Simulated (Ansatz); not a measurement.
GaN (P6_3mc): refractive index against wavelength

The refractive index of GaN (P6_3mc) along x below the direct gap (1.96 eV on the mesh) is read from one computed spectrum, n = √(Re ε). x, y and z are the Cartesian axes of the input cell.

It takes space group P6_3mc (No. 186, hexagonal). The conventional cell has a = 3.180 Å, b = 3.180 Å, c = 5.166 Å, α = 90.00°, β = 90.00°, γ = 120.00°. Ga on site b has 4 N at 1.94 to 1.95 Å as nearest neighbours. N on site b is surrounded by 4 Ga at 1.94 to 1.95 Å.

Method: Ansatz 0.2.0, PBE, independent particles, k-mesh 9×9×5 with interpolation inside its cells, Gaussian parameter 0.1 eV.

Launch of the response step: `ansatz run input.yaml --threads 4 --pin off --max-ram 8192MiB --backend cpu --events-out ev --progress --plain --runs-dir out`. The run took 26 s, on 4 threads of Intel(R) Xeon(R) Platinum 8488C (Sapphire Rapids), on a shared host.

```tsv
wavelength (nm)	photon energy E (eV)	n
3000	0.413	2.4297
2000	0.620	2.4361
1550	0.800	2.4441
1310	0.946	2.4524
1064	1.165	?
```

In the single-oscillator model n² − 1 = E₀E_d/(E₀² − E²), so 1/(n² − 1) = E₀/E_d − E²/(E₀E_d) is linear in E².

Working, on the rows shown:

| x = E² (eV²) | y = 1/(n² − 1) |
| --- | --- |
| 0.170801 | 0.203938 |
| 0.384302 | 0.202651 |
| 0.639837 | 0.201061 |
| 0.895757 | 0.199431 |

Means: x̄ = 0.52267, ȳ = 0.20177. Σ(x − x̄)(y − ȳ) = -0.001841, Σ(x − x̄)² = 0.2959. Slope = -0.001841 / 0.2959 = -0.006221; intercept = ȳ − slope · x̄ = 0.20502. Turned back into n, the line misses the rows shown by at most 0.0001.

Question: Fill in the last column of the withheld row.

Answer: At x = 1.3578 the line gives y = 0.19657, that is 2.4672. The run gave 2.4686, so the extrapolation is off by 0.0014, 4 % of the range in the table.

Refitted with all rows, the slope is -0.006428 and the intercept 0.20511. These give E₀ = √(intercept/−slope) = 5.65 eV and E_d = E₀/intercept = 27.5 eV; E₀ is 2.9 times the direct gap. The electronic limit at long wavelengths, without lattice vibrations, is n = √(1 + 1/intercept) = 2.424. The cell comes from an older database entry, whose edges can be off by a per cent or so. Excitons are left out and so are local fields; PBE gaps are as a rule too small. Spin-orbit coupling is left out.

[Logs are printed without paths, hosts, clocks, repeated set-up lines and the standing remarks that a program may print on its own settings, such as how far it seeks lower states.]
